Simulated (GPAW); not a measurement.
**C/Ta(110) in an electric field**

Wanted: the out-of-plane polarisability of C/Ta(110).

Calculated with GPAW 26.7.0; GPAW, PAW setups; slab in vacuum, relaxation, in the first sound run; inputs show where later runs differ.

This is a report of a sequence of runs, with most program output left out.

### 1. Set-up

The cell holds 5 atoms: 4 Ta and 1 C. Its edges and angles: a = 2.867 Å, b = 2.867 Å, c = 23.482 Å, α = 90.0°, β = 90.0°, γ = 70.5°. Vacuum lies along c.

### 2. Relaxation

The atoms are relaxed first, since the surface dipole, and with it the work function, follows the positions of the outer layers. The lowest 2 atoms are held at bulk positions and keep their forces.

run.py

```python
import json
import numpy as np
from ase import Atoms
from ase.constraints import FixAtoms
from ase.optimize import BFGS
from gpaw import GPAW, PW

slab = Atoms(
    ['Ta', 'Ta', 'Ta', 'Ta', 'C'],
    positions=[
        [0.00000, 0.00000, 7.00000],
        [2.34052, 0.00000, 9.34052],
        [0.00000, 0.00000, 11.68105],
        [2.34052, 0.00000, 14.02157],
        [2.34052, 0.00000, 16.48157]],
    cell=[[2.34052, -1.655, 0.0], [2.34052, 1.655, 0.0], [0.0, 0.0, 23.48157]],
    pbc=[True, True, False])

slab.calc = GPAW(mode=PW(500), xc='PBE', kpts={'size': (12, 12, 1), 'gamma': True},
                 occupations={'name': 'fermi-dirac', 'width': 0.1}, nbands='160%',
                 convergence={'density': 1e-05}, maxiter=200,
                 poissonsolver={'dipolelayer': 'xy'},
                 symmetry={'tolerance': 1e-3, 'extra_ids': [1, 1, 0, 0, 0]}, txt='slab.txt')
result = {}
slab.set_constraint(FixAtoms([0, 1]))
path = []
opt = BFGS(slab, maxstep=0.2)
opt.attach(lambda: path.append((slab.get_potential_energy(), slab.positions.tolist(), slab.get_forces().tolist())))
result['relaxed'] = bool(opt.run(fmax=0.03, steps=40))
result['path'] = path
energy = slab.get_potential_energy()
fermi = slab.calc.get_fermi_level()
v = slab.calc.get_electrostatic_potential().mean((0, 1)) - fermi
n = slab.calc.get_pseudo_density().mean((0, 1))
L = slab.cell[2, 2]
z = np.arange(len(v)) * L / len(v)
low, high = slab.positions[:, 2].min(), slab.positions[:, 2].max()
below, above = np.interp([low - 4.8, high + 4.8], z, v)
slopes = [np.interp(x, z, np.gradient(v, z)) for x in (low - 4.8, high + 4.8)]
eps = np.array([[slab.calc.get_eigenvalues(k, s) for k in range(len(slab.calc.get_ibz_k_points()))]
                for s in range(slab.calc.get_number_of_spins())]) - fermi
top, bottom = eps[eps < 0].max(), eps[eps > 0].min()
dipole = slab.get_dipole_moment()[2]
print(f'energy {energy:.4f} eV, Fermi level {fermi:.4f} eV, dipole {dipole:.5f} e A')
print(f'potential 4.8 A off the faces, from the Fermi level: lower {below:.4f} eV, upper {above:.4f} eV')
print(f'slope of the potential there: lower {slopes[0]:.5f}, upper {slopes[1]:.5f} eV/A')
print(f'nearest levels on the mesh: {top:.4f} and {bottom:.4f} eV')
print('magnetic moment', round(slab.get_magnetic_moment(), 3))
result.update(energy=energy, fermi=fermi, dipole=dipole, below=below, above=above, slopes=slopes, edges=[top, bottom],
              z=z.tolist(), v=v.tolist(), n=n.tolist(), positions=slab.positions.tolist(),
              forces=slab.get_forces(apply_constraint=False).tolist(), moments=slab.get_magnetic_moments().tolist())
json.dump(result, open('result.json', 'w'))
```

Command:

```sh
OMP_NUM_THREADS=1 OPENBLAS_NUM_THREADS=1 python run.py
```

Run time: 40 min. Hardware: 1 thread of Intel Xeon Platinum 8375C at 2.90GHz (Ice Lake), shared host; peak memory 0.37 GiB.

The steps of the relaxation:

```csv
step,energy less that of the first step (eV),largest force (eV/Å)
1,0.0000,2.4771
2,-0.1703,2.4597
3,-0.7048,1.1165
4,-0.7179,0.8454
5,-0.7389,0.6245
6,-0.7869,0.8193
7,-0.8094,0.5854
8,-0.8164,0.2523
9,-0.8183,0.2596
10,-0.8335,0.4239
11,-0.8524,0.4923
12,-0.8643,0.3575
13,-0.8688,0.0836
14,-0.8690,0.0015
```

The atoms that moved most (Å):

```csv
atom,dx,dy,dz,length
C5,0.000,0.000,-0.509,0.509
Ta4,0.000,0.000,-0.042,0.042
Ta3,0.000,0.000,0.012,0.012
```

The relaxed structure:

```xyz
5
Lattice="2.3405 -1.6550 0.0000 2.3405 1.6550 0.0000 0.0000 0.0000 23.4816" Properties=species:S:1:pos:R:3
Ta    0.0000    0.0000    7.0000
Ta    2.3405    0.0000    9.3405
Ta    0.0000    0.0000   11.6932
Ta    2.3405    0.0000   13.9800
C     2.3405    0.0000   15.9730
```

This step gave:

```yaml
dipole_along_the_normal: -0.09144 e·Å
levels_nearest_the_fermi_level_on_the_mesh: -0.01170, 0.01074 eV from the Fermi level
upper_work_function: 6.905 eV
lower_work_function: 4.770 eV
```

The electrostatic potential energy of an electron (without an applied field's), less the Fermi level, planar mean oscillates, so the rows of the table below give means over windows of 2.35 Å about each position, cut where the curve ends. Its maxima inside the range that stand out by 2 % of the span (Å: eV): 8.2: -1.27, 10.5: -1.23, 12.9: -1.96, 15.2: 1.15, 20.5: 6.91. Its minima: 7.0: -25.2, 9.3: -25.1, 11.7: -25.2, 14.0: -25.3, 16.0: -9.16.

Table of electrostatic potential energy of an electron (without an applied field's), less the Fermi level, planar mean by z; means over each step:

```csv
z (Å),"electrostatic potential energy of an electron (without an applied field's), less the Fermi level, planar mean (eV)"
1.18,4.86
3.53,4.71
5.88,-4.95
8.23,-11.8
10.58,-11.7
12.93,-12.5
15.28,-6.26
17.63,6.06
19.98,6.90
22.33,6.85
```

The pseudo valence density, planar mean by z:

z (Å), pseudo valence density, planar mean (e/Å³) and a bar:
```
      2.5       0.00 
      3.0       0.00 
      3.5       0.00 
      4.0       0.00 
      4.5       0.01 
      5.0       0.02 
      5.5       0.06 #
      6.0       0.17 ####
      6.5       0.68 ##############
      7.0       1.47 ##############################
      7.5       0.68 ##############
      8.0       0.30 ######
      8.5       0.35 #######
      9.0       0.99 ####################
      9.5       1.33 ###########################
     10.0       0.48 ##########
     10.5       0.27 ######
     11.0       0.45 #########
     11.5       1.28 ##########################
     12.0       1.06 ######################
     12.5       0.37 ########
     13.0       0.32 ######
     13.5       0.73 ###############
     14.0       1.45 ##############################
     14.5       0.61 ############
     15.0       0.27 #####
     15.5       0.35 #######
     16.0       0.37 #######
     16.5       0.24 #####
     17.0       0.06 #
     17.5       0.01 
     18.0       0.00 
     18.5       0.00 
     19.0       0.00
```

The relaxation lowered the energy of the cell by 0.869 eV (energies extrapolated to zero smearing; the optimiser's log prints free energies). The largest force left on a free atom is 0.0015 eV/Å.

### 3. Plane waves, PBE

The work function is the vacuum plateau of the electrostatic potential less the Fermi level; a dipole layer lets the two faces have plateaus of their own.

This step: GPAW, PAW setups; slab in vacuum (GPAW 26.7.0).

Changes to run.py since step 2:

```diff
@@ -3,4 +3,2 @@
 from ase import Atoms
-from ase.constraints import FixAtoms
-from ase.optimize import BFGS
 from gpaw import GPAW, PW
@@ -11,6 +9,6 @@
         [0.00000, 0.00000, 7.00000],
-        [2.34052, 0.00000, 9.34052],
-        [0.00000, 0.00000, 11.68105],
-        [2.34052, 0.00000, 14.02157],
-        [2.34052, 0.00000, 16.48157]],
+        [2.34052, -0.00000, 9.34052],
+        [0.00000, 0.00000, 11.69322],
+        [2.34052, -0.00000, 13.97996],
+        [2.34052, -0.00000, 15.97302]],
     cell=[[2.34052, -1.655, 0.0], [2.34052, 1.655, 0.0], [0.0, 0.0, 23.48157]],
@@ -22,10 +20,4 @@
                  poissonsolver={'dipolelayer': 'xy'},
-                 symmetry={'tolerance': 1e-3, 'extra_ids': [1, 1, 0, 0, 0]}, txt='slab.txt')
+                 symmetry={'tolerance': 1e-3}, txt='slab.txt')
 result = {}
-slab.set_constraint(FixAtoms([0, 1]))
-path = []
-opt = BFGS(slab, maxstep=0.2)
-opt.attach(lambda: path.append((slab.get_potential_energy(), slab.positions.tolist(), slab.get_forces().tolist())))
-result['relaxed'] = bool(opt.run(fmax=0.03, steps=40))
-result['path'] = path
 energy = slab.get_potential_energy()
```

Elapsed: 3.1 min, on 1 thread; peak memory 0.37 GiB.

This step gave:

| Quantity | Value |
| --- | --- |
| dipole along the normal | -0.09145 e·Å |
| levels nearest the Fermi level on the mesh | -0.01159, 0.01069 eV from the Fermi level |

The electrostatic potential energy of an electron (without an applied field's), less the Fermi level, planar mean oscillates, so the rows of the table below give means over windows of 2.35 Å about each position, cut where the curve ends. Its maxima inside the range that stand out by 2 % of the span (Å: eV): 8.2: -1.27, 10.5: -1.23, 12.9: -1.96, 15.2: 1.15, 20.5: 6.91. Its minima: 7.0: -25.2, 9.3: -25.1, 11.7: -25.2, 14.0: -25.3, 16.0: -9.16.

Table of electrostatic potential energy of an electron (without an applied field's), less the Fermi level, planar mean by z; means over each step:

| z (Å) | electrostatic potential energy of an electron (without an applied field's), less the Fermi level, planar mean (eV) |
| --- | --- |
| 1.18 | 4.86 |
| 3.53 | 4.71 |
| 5.88 | -4.95 |
| 8.23 | -11.8 |
| 10.58 | -11.7 |
| 12.93 | -12.5 |
| 15.28 | -6.26 |
| 17.63 | 6.06 |
| 19.98 | 6.90 |
| 22.33 | 6.85 |

The pseudo valence density, planar mean oscillates, so the rows of the table below give means over windows of 2.25 Å about each position, cut where the curve ends. Its maxima inside the range that stand out by 2 % of the span (Å: e/Å³): 7.0: 1.50, 9.4: 1.49, 11.6: 1.50, 13.9: 1.48, 15.8: 0.390. Its minima: 8.3: 0.283, 10.5: 0.271, 12.8: 0.289, 15.0: 0.261.

Pseudo valence density, planar mean against z; means over each step:

z (Å), pseudo valence density, planar mean (e/Å³) and a bar:
```
     1.12       0.00 
     3.38       0.00 
     5.62       0.22 #########
     7.88       0.70 #############################
    10.12       0.71 #############################
    12.38       0.73 ##############################
    14.62       0.70 ############################
    16.88       0.15 ######
    19.12       0.00 
    21.38       0.00
```

Force by atom:

| atom | x (eV/Å) | y (eV/Å) | z (eV/Å) | size |
| --- | --- | --- | --- | --- |
| Ta1 | 0.000 | 0.000 | 0.406 | 0.406 |
| Ta2 | 0.000 | 0.000 | -0.409 | 0.409 |
| Ta3 | 0.000 | 0.000 | 0.001 | 0.001 |
| Ta4 | 0.000 | 0.000 | 0.002 | 0.002 |
| C5 | 0.000 | 0.000 | 0.003 | 0.003 |

The potential is flat to 0.002 eV/Å where it is read, so the vacuum is wide enough.

### 4. Field on

A uniform field along the normal polarises the slab; the atoms stay fixed, so this is the electronic response alone.

Changes to run.py since step 3:

```diff
@@ -4,2 +4,3 @@
 from gpaw import GPAW, PW
+from gpaw.external import ConstantElectricField
 
@@ -20,2 +21,3 @@
                  poissonsolver={'dipolelayer': 'xy'},
+                 external=ConstantElectricField(-0.2, [0, 0, 1]),
                  symmetry={'tolerance': 1e-3}, txt='slab.txt')
```

It took 5 min on 1 thread; peak memory 0.57 GiB.

This step gave:

```yaml
dipole_along_the_normal: -0.1947 e·Å
levels_nearest_the_fermi_level_on_the_mesh: -0.01285, 0.01184 eV from the Fermi level
potential_below_the_slab_the_applied_field_s_own_ramp_left_out: 3.395 eV from the Fermi level
potential_above_the_slab_the_applied_field_s_own_ramp_left_out: 7.944 eV from the Fermi level
```

The electrostatic potential energy of an electron (without an applied field's), less the Fermi level, planar mean oscillates, so the rows of the table below give means over windows of 2.4 Å about each position, cut where the curve ends. Its maxima inside the range that stand out by 2 % of the span (Å: eV): 8.2: -1.99, 10.5: -1.47, 12.9: -1.74, 15.3: 1.86, 20.9: 7.94. Its minima: 7.0: -26.2, 9.3: -25.6, 11.7: -25.2, 14.0: -24.9, 16.0: -8.31.

Table of electrostatic potential energy of an electron (without an applied field's), less the Fermi level, planar mean by z; means over each step:

```csv
z (Å),"electrostatic potential energy of an electron (without an applied field's), less the Fermi level, planar mean (eV)"
1.20,3.58
3.60,3.33
6.00,-7.67
8.40,-12.7
10.80,-12.1
13.20,-12.2
15.60,-2.33
18.00,7.66
20.40,7.94
22.80,7.81
```

Force by atom:

| atom | x (eV/Å) | y (eV/Å) | z (eV/Å) | size |
| --- | --- | --- | --- | --- |
| Ta1 | 0.000 | 0.000 | 0.407 | 0.407 |
| Ta2 | 0.000 | 0.000 | -0.415 | 0.415 |
| Ta3 | 0.000 | 0.000 | -0.002 | 0.002 |
| Ta4 | 0.000 | 0.000 | -0.001 | 0.001 |
| C5 | 0.000 | 0.000 | 0.008 | 0.008 |

The dipole is now -0.195 e Å, against -0.091 in the run without a field.

### 5. Field on

Changes to run.py since step 4:

```diff
@@ -21,3 +21,3 @@
                  poissonsolver={'dipolelayer': 'xy'},
-                 external=ConstantElectricField(-0.2, [0, 0, 1]),
+                 external=ConstantElectricField(-0.1, [0, 0, 1]),
                  symmetry={'tolerance': 1e-3}, txt='slab.txt')
```

Run time: 4.4 min. Hardware: 1 thread; peak memory 0.57 GiB.

This step gave:

```yaml
dipole_along_the_normal: -0.1431 e·Å
levels_nearest_the_fermi_level_on_the_mesh: -0.01493, 0.01127 eV from the Fermi level
potential_below_the_slab_the_applied_field_s_own_ramp_left_out: 4.081 eV from the Fermi level
potential_above_the_slab_the_applied_field_s_own_ramp_left_out: 7.424 eV from the Fermi level
```

Table of electrostatic potential energy of an electron (without an applied field's), less the Fermi level, planar mean by z:

```csv
z (Å),"electrostatic potential energy of an electron (without an applied field's), less the Fermi level, planar mean (eV)"
0.0,5.75
0.5,4.08
1.0,4.08
1.5,4.08
2.0,4.08
2.5,4.08
3.0,4.08
3.5,4.06
4.0,4.02
4.5,3.87
5.0,3.41
5.5,1.95
6.0,-2.29
6.5,-14.0
7.0,-25.7
7.5,-13.5
8.0,-2.42
8.5,-4.42
9.0,-18.7
9.5,-23.7
10.0,-8.32
10.5,-1.40
11.0,-7.30
11.5,-22.8
12.0,-19.7
12.5,-5.10
13.0,-2.48
13.5,-13.4
14.0,-25.0
14.5,-12.3
15.0,-0.174
15.5,0.00333
16.0,-8.46
16.5,2.11
17.0,6.31
17.5,7.19
18.0,7.37
18.5,7.41
19.0,7.42
19.5,7.42
20.0,7.42
20.5,7.42
21.0,7.42
21.5,7.42
22.0,7.42
22.5,7.42
23.0,7.42
```

Force by atom:

```
atom  x (eV/Å)  y (eV/Å)  z (eV/Å)   size
 Ta1     0.000     0.000     0.406  0.406
 Ta2     0.000     0.000    -0.412  0.412
 Ta3     0.000     0.000     0.000  0.000
 Ta4     0.000     0.000     0.000  0.000
  C5     0.000     0.000     0.005  0.005
```

The dipole is now -0.143 e Å, against -0.091 in the run without a field.

### 6. Field on

Changes to run.py since step 5:

```diff
@@ -21,3 +21,3 @@
                  poissonsolver={'dipolelayer': 'xy'},
-                 external=ConstantElectricField(-0.1, [0, 0, 1]),
+                 external=ConstantElectricField(-0.05, [0, 0, 1]),
                  symmetry={'tolerance': 1e-3}, txt='slab.txt')
```

Elapsed: 4.6 min, on 1 thread; peak memory 0.57 GiB.

### 7. Field on

Changes to run.py since step 6:

```diff
@@ -21,3 +21,3 @@
                  poissonsolver={'dipolelayer': 'xy'},
-                 external=ConstantElectricField(-0.05, [0, 0, 1]),
+                 external=ConstantElectricField(0.05, [0, 0, 1]),
                  symmetry={'tolerance': 1e-3}, txt='slab.txt')
```

It took 4.3 min on 1 thread; peak memory 0.57 GiB.

### 8. Field on

Changes to run.py since step 7:

```diff
@@ -21,3 +21,3 @@
                  poissonsolver={'dipolelayer': 'xy'},
-                 external=ConstantElectricField(0.05, [0, 0, 1]),
+                 external=ConstantElectricField(0.1, [0, 0, 1]),
                  symmetry={'tolerance': 1e-3}, txt='slab.txt')
```

Wall time 4.8 min (1 thread); peak memory 0.57 GiB.

The electrostatic potential energy of an electron (without an applied field's), less the Fermi level, planar mean oscillates, so the rows of the table below give means over windows of 2.35 Å about each position, cut where the curve ends. Its maxima inside the range that stand out by 2 % of the span (Å: eV): 8.2: -0.917, 10.5: -1.11, 12.9: -2.08, 15.2: 0.798. Its minima: 7.0: -24.8, 9.3: -24.9, 11.7: -25.2, 14.0: -25.5, 16.0: -9.58.

Table of electrostatic potential energy of an electron (without an applied field's), less the Fermi level, planar mean by z; means over each step:

```
z (Å)  electrostatic potential energy of an electron (without an applied field's), less the Fermi level, planar mean (eV)
 1.18                                                                                                                5.50
 3.53                                                                                                                5.39
 5.88                                                                                                               -4.36
 8.23                                                                                                               -11.5
10.58                                                                                                               -11.6
12.93                                                                                                               -12.7
15.28                                                                                                               -6.61
17.63                                                                                                                5.56
19.98                                                                                                                6.39
22.33                                                                                                                6.36
```

The dipole is now -0.0396 e Å, against -0.091 in the run without a field.

### 9. In a field

Changes to run.py since step 8:

```diff
@@ -21,3 +21,3 @@
                  poissonsolver={'dipolelayer': 'xy'},
-                 external=ConstantElectricField(0.1, [0, 0, 1]),
+                 external=ConstantElectricField(0.2, [0, 0, 1]),
                  symmetry={'tolerance': 1e-3}, txt='slab.txt')
```

The job ended after 4.7 min (1 thread; peak memory 0.57 GiB).

(Part 1 of 2 ends here.)

[Logs are printed without paths, hosts, clocks, repeated set-up lines and the standing remarks that a program may print on its own settings, such as how far it seeks lower states.]

[Hosts, paths, dates, database ids (printed as entryN), source tags and the programs' standing remarks are cut or masked in the printed files.]
